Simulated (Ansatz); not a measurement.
**LiHIF (built on the sites of a database entry of LiHF2): the cell at rest**

Task: relax LiHIF (built on the sites of a database entry of LiHF2) tightly.

Main program and level: Ansatz 0.2.0; DFT PBEsol, scalar-relativistic, plane waves, PAW.

The structure was built from a prototype and need not be the compound's stable phase.

## 1. The starting structure

The structure is trigonal, space group R3m (No. 160). Conventional cell: a = 3.530 Å, b = 3.530 Å, c = 15.762 Å, α = 90.00°, β = 90.00°, γ = 120.00°. Li has 3 I at 2.40 Å and 3 F at 2.40 Å nearest. Nearest to H lie 1 F at 1.37 Å and 1 I at 1.37 Å. F has 1 H at 1.37 Å and 3 Li at 2.40 Å nearest. Nearest to I lie 1 H at 1.37 Å and 3 Li at 2.40 Å. Farther neighbours and most contacts between anions are not listed.

## 2. Probe on a coarse mesh

First a cheap look: the gap decides the mesh and the occupations, the pressure tells how far the cell has to move.

Contents of input.yaml:

```yaml
crystal:
  lattice:
    - [1.76511, 1.01909, 5.2541]
    - [-1.76511, 1.01909, 5.2541]
    - [0.0, -2.03817, 5.2541]
  atoms:
    - { symbol: Li, position: [0.0, 0.0, 0.0] }
    - { symbol: H, position: [0.5, 0.5, 0.5] }
    - { symbol: F, position: [0.41330188, 0.41330188, 0.41330188] }
    - { symbol: I, position: [0.58669812, 0.58669812, 0.58669812] }
kpoints:
  mp_grid: { grid: [6, 6, 6] }
hamiltonian:
  xc: pbesol
scf:
  occupations: { method: gaussian, width: 0.1 }
output:
  forces: true
  stress: true
  eigenvalues: true
```

On the command line:

```
ansatz run input.yaml --threads 4 --pin off --max-ram 7168MiB --backend cpu --events-out ev --progress --plain --runs-dir out
```

Numbers of over 12 decimals in the logs are rounded to 6 here.

Log:

```text
[...]
--- Band table (eV; the first three rows and the last of 32) ---
  k-point 0: bands = [... 10 lower, 2.9699, 4.0686, 5.7525, 5.7525, 9.3693, 11.0675, 13.7547, 13.7547]
  k-point 1: bands = [... 10 lower, 2.9193, 3.8942, 4.1866, 5.2864, 9.9708, 11.7805, 13.3579, 14.6641]
  k-point 2: bands = [... 10 lower, 2.5808, 2.8218, 3.9051, 4.5430, 10.5434, 11.8217, 12.3462, 14.9173]
  k-point 31: bands = [... 10 lower, 2.9369, 2.9369, 5.8134, 5.8134, 9.7753, 13.3729, 13.7133, 13.7133]
[key lines of the parts left out:]
SCF converged after 7 iterations
Free energy (F): -8450.737844 eV
Fermi energy:    7.592338 eV
P = ⅓ Tr σ = 26.7973 GPa (267.973 kbar)
```

Run time: 1.2 s. Hardware: 4 threads of Arm Neoverse V1, shared host; peak memory 0.35 GiB; 4.1 s of CPU time.

Numbers from this step:

* pressure: 26.80 GPa
* gap on the k-mesh: 3.556 eV
* volume per atom: 14.18 Å³
* direct gap on mesh: 3.617 eV

The coarse mesh shows a gap of 3.56 eV and a pressure of 26.8 GPa.

## 3. Coarse relaxation

A rough relaxation comes first, because large forces or stress need no tight tolerances yet.

input.yaml: that of step 2 with these lines changed.

```diff
@@ -20 +20,6 @@
   eigenvalues: true
+relax:
+  adjacent_minimum: "off"
+  f_tol: 0.05
+  max_steps: 80
+  cell: { stress_tol: 0.5 }
```

Log:

```text
[...]
Crystal: 4 atoms, lattice volume = 56.706 Å³
Basis set: ecut = 420 eV, 1091 PW (Γ), FFT grids on a1−a3, a2−a3, a3, exchange–correlation on 48×48×80 points (8 copies of the dense FFT grid, shifted against one another)
Bands: 18, of which v1, the nominal top of the filled ones, is band 14 counted from 1 (13 counted from 0)
Symmetry: 6 space group operations
[...]
cell:  # Å, volume = 85.9324 Å³
    - [2.070066, 1.195155, 5.788929]
    - [-2.070066, 1.195155, 5.788929]
    - [4.035442933368025e-17, -2.390304, 5.788930]
  atoms:
    - { symbol: Li, position: [0.00911529, 0.00911529, 0.00911529] }
    - { symbol: H, position: [0.473844, 0.473844, 0.473844] }
    - { symbol: F, position: [0.416933, 0.416933, 0.416933] }
    - { symbol: I, position: [0.600108, 0.600108, 0.600108] }
[key lines of the parts left out:]
SCF converged after 7 iterations
Free energy (F): -8453.985479 eV
Fermi energy:    3.486743 eV
P = ⅓ Tr σ = 0.3171 GPa (3.171 kbar)
```

Run time: 22 s. Hardware: 4 threads; peak memory 0.44 GiB.

Relaxation path:

| step | energy less that of the first step (eV) | largest force component (eV/Å) | pressure (GPa) | volume (Å³) |
| --- | --- | --- | --- | --- |
| 1 | 0.0000 | 10.7252 | 26.80 | 56.71 |
| 2 | -2.2001 | 2.7464 | 7.43 | 63.13 |
| 3 | -2.6036 | 1.8472 | 0.61 | 69.90 |
| 4 | -2.7864 | 1.3072 | 1.15 | 69.53 |
| 5 | -2.8482 | 1.2527 | 2.36 | 70.04 |
| 6 | -2.8839 | 1.6634 | -0.20 | 71.23 |
| 7 | -2.9727 | 0.5353 | -0.34 | 75.49 |
| 8 | -3.0198 | 0.2048 | -0.23 | 74.72 |
| 9 | -3.0242 | 0.0526 | 0.25 | 73.90 |
| 10 | -3.0241 | 0.0079 | -0.01 | 74.39 |
| 11* | -3.1554 | 0.0206 | 2.31 | 74.39 |
| 12 | -3.2013 | 0.0506 | 1.25 | 79.12 |
| 13 | -3.2116 | 0.0692 | 0.11 | 85.43 |
| 14 | -3.2103 | 0.0224 | -0.01 | 85.93 |
| 15* | -3.2476 | 0.0323 | 0.32 | 85.93 |

Relaxation steps marked * repeat the geometry before them on a plane-wave basis chosen anew for their cell, so energy and pressure can jump there.

Forces are held to the 6 operations that the run works with; a distortion that breaks them can't arise in this run.

```
     cell as run  before  after   change
           a (Å)   5.636  6.263  +11.1 %
           b (Å)   5.636  6.263  +11.1 %
           c (Å)   5.636  6.263  +11.1 %
           α (°)   36.51  38.60   +5.7 %
           β (°)   36.51  38.60   +5.7 %
           γ (°)   36.51  38.60   +5.7 %
volume (Å³/atom)   14.18  21.48  +51.5 %
```

The atoms that moved most (Å, as changes of fractional coordinates times the final cell):

```
atom     dx     dy      dz  length
  H2  0.000  0.000  -0.454   0.454
  I4  0.000  0.000   0.233   0.233
 Li1  0.000  0.000   0.158   0.158
  F3  0.000  0.000   0.063   0.063
```

Numbers from this step:

```yaml
pressure: 0.3171 GPa
gap_on_the_k_mesh: 3.235 eV
volume_per_atom: 21.48 Å³
direct_gap_on_mesh: 3.252 eV
```

In this step the volume went from 14.18 to 21.48 Å³/atom.

## 4. Bringing the structure to rest

The cell and atoms are relaxed, since residual forces and stress would shift the frequencies.

Contents of input.yaml:

```yaml
crystal:
  lattice:
    - [2.0700658951, 1.1951549381, 5.7889285573]
    - [-2.0700658951, 1.1951549381, 5.7889285573]
    - [0.0, -2.3903043673, 5.7889296947]
  atoms:
    - { symbol: Li, position: [0.009115293, 0.009115293, 0.009115293] }
    - { symbol: H, position: [0.4738438968, 0.4738438968, 0.4738438968] }
    - { symbol: F, position: [0.4169329162, 0.4169329162, 0.4169329162] }
    - { symbol: I, position: [0.6001078941, 0.6001078941, 0.6001078941] }
kpoints:
  mp_grid: { grid: [6, 6, 6] }
hamiltonian:
  xc: pbesol
scf:
  occupations: { method: gaussian, width: 0.02 }
output:
  forces: true
  stress: true
  eigenvalues: true
  write_density: true
  write_potential: true
  elf: true
  volumetric_format: npy
relax:
  adjacent_minimum: "off"
  f_tol: 0.005
  max_steps: 80
  cell: { stress_tol: 0.05 }
```

Log:

```text
[...]
Crystal: 4 atoms, lattice volume = 85.932 Å³
Basis set: ecut = 420 eV, 1657 PW (Γ), FFT grids on a1−a2, a2, −a2+a3, exchange–correlation on 60×90×60 points (8 copies of the dense FFT grid, shifted against one another)
Bands: 18, of which v1, the nominal top of the filled ones, is band 14 counted from 1 (13 counted from 0)
Symmetry: 6 space group operations
[...]
k-points: 32 of 216 (time reversal used)
[...]
SCF iter   1: F=—  HF=-8453.990446 eV  |F-HF|=—  |Δ(HF+E_count)|=         —  Δρ=4.84e-3  dr2=1.28e-2  ethr=1.77e-3  ⟨swp⟩=7.7  Hψ=3482  notcnv=0
[...]
SCF iter   6: F=-8453.985479 eV  HF=-8453.985479 eV  |F-HF|=3.01e-8  |Δ(HF+E_count)|=   4.60e-7  Δρ=7.60e-6  dr2=4.44e-8  ethr=3.57e-10  ⟨swp⟩=12.2  Hψ=4641  notcnv=0
SCF 1 converged in 6 iterations: F = -8453.985479 eV  dr2 = 4.44e-8
[...]
relax step   1: F+E_penalty+E_count = -8453.98547856 eV  Δ(F+E_penalty+E_count) = +0.000e0 eV  max|allowed force component| = 3.228e-2 eV/Å  Δτ_max = 0.0000 Å  P = +0.317 GPa  Ω = 85.932 Å³  (6 SCF iters, dr2 threshold 1.00e-7 eV, accepted)
Crystal: 4 atoms, lattice volume = 87.642 Å³
Basis set: ecut = 420 eV, 1717 PW (Γ), FFT grids on a1−a2, a2, −a2+a3, exchange–correlation on 60×90×60 points (8 copies of the dense FFT grid, shifted against one another)
[...]
SCF iter   6: F=-8453.985728 eV  HF=-8453.985728 eV  |F-HF|=4.56e-9  |Δ(HF+E_count)|=   3.43e-7  Δρ=8.79e-6  dr2=4.95e-8  ethr=1.43e-9  ⟨swp⟩=11.4  Hψ=4607  notcnv=0
SCF 2 converged in 6 iterations: F = -8453.985728 eV  dr2 = 4.95e-8
relax step   2: F+E_penalty+E_count = -8453.98572849 eV  Δ(F+E_penalty+E_count) = -2.499e-4 eV  max|allowed force component| = 1.106e-1 eV/Å  Δτ_max = 0.0123 Å  P = -0.051 GPa  Ω = 87.642 Å³  energy of the carried Pulay correction = -2.115e-3 eV  (6 SCF iters, dr2 threshold 4.00e-7 eV, accepted)
Crystal: 4 atoms, lattice volume = 89.286 Å³
Basis set: ecut = 420 eV, 1753 PW (Γ), FFT grids on a1−a2, a2, −a2+a3, exchange–correlation on 60×90×60 points (8 copies of the dense FFT grid, shifted against one another)
[...]
SCF iter   6: F=-8453.983900 eV  HF=-8453.983900 eV  |F-HF|=3.11e-7  |Δ(HF+E_count)|=   2.85e-6  Δρ=9.16e-6  dr2=1.13e-7  ethr=1.43e-9  ⟨swp⟩=13.5  Hψ=4832  notcnv=0
SCF 3 converged in 6 iterations: F = -8453.983900 eV  dr2 = 1.13e-7
  Residual-converged pass: ⟨swp⟩=1.0  Hψ=704  notcnv=0  max |occ|·‖R‖ = 6.9e-9 eV (tolerance 1.0e-8 eV)  dr2=1.13e-7  dr2_onsite=4.55e-9  max |Δocc| = 0.0e0
[...]
relax step   3: F+E_penalty+E_count = -8453.98390035 eV  Δ(F+E_penalty+E_count) = +1.828e-3 eV  max|allowed force component| = 7.335e-2 eV/Å  Δτ_max = 0.0491 Å  P = -0.070 GPa  Ω = 89.286 Å³  energy of the carried Pulay correction = -4.111e-3 eV  (6 SCF iters, dr2 threshold 4.00e-7 eV, accepted)
[...]
relax step   4: F+E_penalty+E_count = -8453.98562299 eV  Δ(F+E_penalty+E_count) = -1.723e-3 eV  max|allowed force component| = 4.669e-2 eV/Å  Δτ_max = 0.0180 Å  P = -0.028 GPa  Ω = 88.584 Å³  energy of the carried Pulay correction = -3.264e-3 eV  (5 SCF iters, dr2 threshold 3.36e-7 eV, accepted)
[...]
relax step   5: F+E_penalty+E_count = -8453.98568725 eV  Δ(F+E_penalty+E_count) = -6.426e-5 eV  max|allowed force component| = 1.204e-2 eV/Å  Δτ_max = 0.0020 Å  P = -0.008 GPa  Ω = 88.557 Å³  energy of the carried Pulay correction = -3.231e-3 eV  (4 SCF iters, dr2 threshold 1.36e-7 eV, accepted)
[...]
relax step   6: F+E_penalty+E_count = -8453.98567094 eV  Δ(F+E_penalty+E_count) = +1.631e-5 eV  max|allowed force component| = 1.681e-3 eV/Å  Δτ_max = 0.0009 Å  P = +0.001 GPa  Ω = 88.574 Å³  energy of the carried Pulay correction = -3.252e-3 eV  (5 SCF iters, dr2 threshold 9.07e-9 eV, accepted)
[...]
relax step   7: F+E_penalty+E_count = -8453.98985611 eV  Δ(F+E_penalty+E_count) = -4.185e-3 eV  max|allowed force component| = 3.407e-3 eV/Å  Δτ_max = 0.0000 Å  P = +0.077 GPa  Ω = 88.574 Å³  stress off target by 1.09e-1 GPa  SCF on the basis re-selected at this cell (its energy is not comparable with the rows above)  (7 SCF iters)
[...]
relax step   8: F+E_penalty+E_count = -8453.98927802 eV  Δ(F+E_penalty+E_count) = +5.781e-4 eV  max|allowed force component| = 2.228e-3 eV/Å  Δτ_max = 0.0068 Å  P = +0.020 GPa  Ω = 89.193 Å³  energy of the carried Pulay correction = -8.606e-4 eV  (6 SCF iters, dr2 threshold 2.99e-8 eV, accepted)
[...]
SCF iter   7: F=-8453.990280 eV  HF=-8453.990280 eV  |F-HF|=6.00e-11  |Δ(HF+E_count)|=  4.29e-10  Δρ=5.17e-8  dr2=2.42e-12  ethr=1.00e-12  ⟨swp⟩=7.7  Hψ=2961  notcnv=0
SCF 9 converged in 7 iterations: F = -8453.990280 eV  dr2 = 2.42e-12
relax step   9: F+E_penalty+E_count = -8453.99028014 eV  Δ(F+E_penalty+E_count) = -1.002e-3 eV  max|allowed force component| = 2.787e-3 eV/Å  Δτ_max = 0.0000 Å  P = +0.027 GPa  Ω = 89.193 Å³  stress off target by 3.03e-2 GPa  SCF on the basis re-selected at this cell (its energy is not comparable with the rows above)  (7 SCF iters)
[...]
SCF converged after 7 iterations
Free energy (F): -8453.990280 eV
[...]
Internal energy: -8453.990280 eV  (E = F + TS)
E sigma→0 (E₀):  -8453.990280 eV
Fermi energy:    3.151508 eV
[...]
--- Forces (eV/Å), atoms counted from 1 ---
  atom   1  Li     0.00000000    -0.00000000    -0.00168456
  atom   2  H     -0.00000000    -0.00000000    -0.00197004
  atom   3  F     -0.00000000     0.00000000     0.00278675
  atom   4  I      0.00000000     0.00000000     0.00086762
  max |Σ_I F_I| component: 2.39e-7 eV/Å
--- Stress (GPa, compression-positive) ---
        0.030268       0.000000      -0.000000
        0.000000       0.030268      -0.000000
       -0.000000      -0.000000       0.021403
  P = ⅓ Tr σ = 0.0273 GPa (0.273 kbar)
--- Band table (eV; the first three rows and the last of 32) ---
  k-point 0: bands = [... 10 lower, -2.8591, 0.0519, 1.4078, 1.4078, 4.8778, 7.1639, 9.0311, 9.0311]
  k-point 1: bands = [... 10 lower, -2.8723, 0.0827, 0.6766, 1.2304, 5.2898, 7.8235, 9.0104, 9.4947]
  k-point 2: bands = [... 10 lower, -2.8988, -0.4286, 0.1929, 0.9172, 6.1169, 7.7421, 8.2556, 9.4641]
  k-point 31: bands = [... 10 lower, -2.8641, -0.6558, 1.4251, 1.4251, 6.4969, 7.3324, 8.4771, 8.9457]
--- Relaxed structure (7 steps of the walk, 7 accepted, 2 SCFs on fresh bases) ---
[...]
cell:  # Å, volume = 89.1926 Å³
    - [2.109411, 1.217871, 5.786496]
    - [-2.109411, 1.217871, 5.786496]
    - [0, -2.435736, 5.786497]
  atoms:
    - { symbol: Li, position: [0.00693329, 0.00693329, 0.00693329] }
    - { symbol: H, position: [0.474036, 0.474036, 0.474036] }
    - { symbol: F, position: [0.417369, 0.417369, 0.417369] }
    - { symbol: I, position: [0.601661, 0.601661, 0.601661] }
```

The job ended after 17 s (4 threads; peak memory 0.45 GiB).

Relaxation path:

```
step  energy less that of the first step (eV)  largest force component (eV/Å)  pressure (GPa)  volume (Å³)
   1                                   0.0000                          0.0323            0.32        85.93
   2                                  -0.0002                          0.1106           -0.05        87.64
   3                                   0.0016                          0.0733           -0.07        89.29
   4                                  -0.0001                          0.0467           -0.03        88.58
   5                                  -0.0002                          0.0120           -0.01        88.56
   6                                  -0.0002                          0.0017            0.00        88.57
  7*                                  -0.0044                          0.0034            0.08        88.57
   8                                  -0.0038                          0.0022            0.02        89.19
  9*                                  -0.0048                          0.0028            0.03        89.19
```

Relaxation steps marked * repeat the geometry before them on a plane-wave basis chosen anew for their cell, so energy and pressure can jump there.

Forces are held to the 6 operations that the run works with; a distortion that breaks them can't arise in this run.

| conventional cell, symmetrised | before | after | change |
| --- | --- | --- | --- |
| a (Å) | 4.140 | 4.219 | +1.9 % |
| b (Å) | 4.140 | 4.219 | +1.9 % |
| c (Å) | 17.367 | 17.359 | -0.0 % |
| volume (Å³/atom) | 21.48 | 22.30 | +3.8 % |

The atoms that moved most (Å, as changes of fractional coordinates times the final cell):

| atom | dx | dy | dz | length |
| --- | --- | --- | --- | --- |
| Li1 | 0.000 | 0.000 | -0.038 | 0.038 |
| I4 | 0.000 | 0.000 | 0.027 | 0.027 |
| F3 | 0.000 | 0.000 | 0.008 | 0.008 |

The relaxed structure:

```xyz
4
Lattice="2.1094 1.2179 5.7865 -2.1094 1.2179 5.7865 0.0000 -2.4357 5.7865" Properties=species:S:1:pos:R:3 pbc="T T T"
Li    0.0000    0.0000    0.1204
H     0.0000    0.0000    8.2290
F     0.0000    0.0000    7.2453
I     0.0000    0.0000   10.4445
```

This step gave:

```
pressure           : 0.02731 GPa
gap on the k-mesh  : 3.453 eV
volume per atom    : 22.30 Å³
direct gap on mesh : 3.470 eV
```

Electrostatic potential energy in the ac plane of the cell as run, not the conventional one, at fractional y = 0.007, with atoms of Li within 0.2 Å of it. With pseudopotentials it is smooth inside the atoms' cores, unlike the true potential.

Values in eV, 9 rows by 16 columns, each cell a mean:
```
-15 -19 -13   0   4   5   6   7   7   7   7   7   7   6   3  -6
  3  -2  -5  -1   2   4   6   6   7   7   7   7   7   7   7   5
  7   6   5   4   4   5   6   6   7   7   7   7   7   7   7   7
  7   7   7   6   5   5   6   6   7   7   7   7   7   7   7   7
  7   7   7   7   6   5   5   5   6   6   7   7   7   7   7   7
  7   7   7   7   7   6   5   5   5   5   6   5   5   5   6   6
  5   6   6   7   7   7   7   6   6   5   5   4   3   2   3   4
 -1   3   5   6   7   7   7   7   7   7   6   5   2  -5 -12  -8
-18 -10   0   4   6   6   7   7   7   7   7   6   5   1 -12 -19
```
Columns run along a (6.3 Å; values clipped at the 3rd and 97th percentile), rows up along c (6.3 Å). Atoms in or near the plane, at fractional coordinates: Li at (0.01, 0.01).

[end of part 1 of 2]

[Logs are printed without paths, hosts, clocks, repeated set-up lines and the standing remarks that a program may print on its own settings, such as how far it seeks lower states.]

[Hosts, paths, dates, database ids (printed as entryN), source tags and the programs' standing remarks are cut or masked in the printed files.]
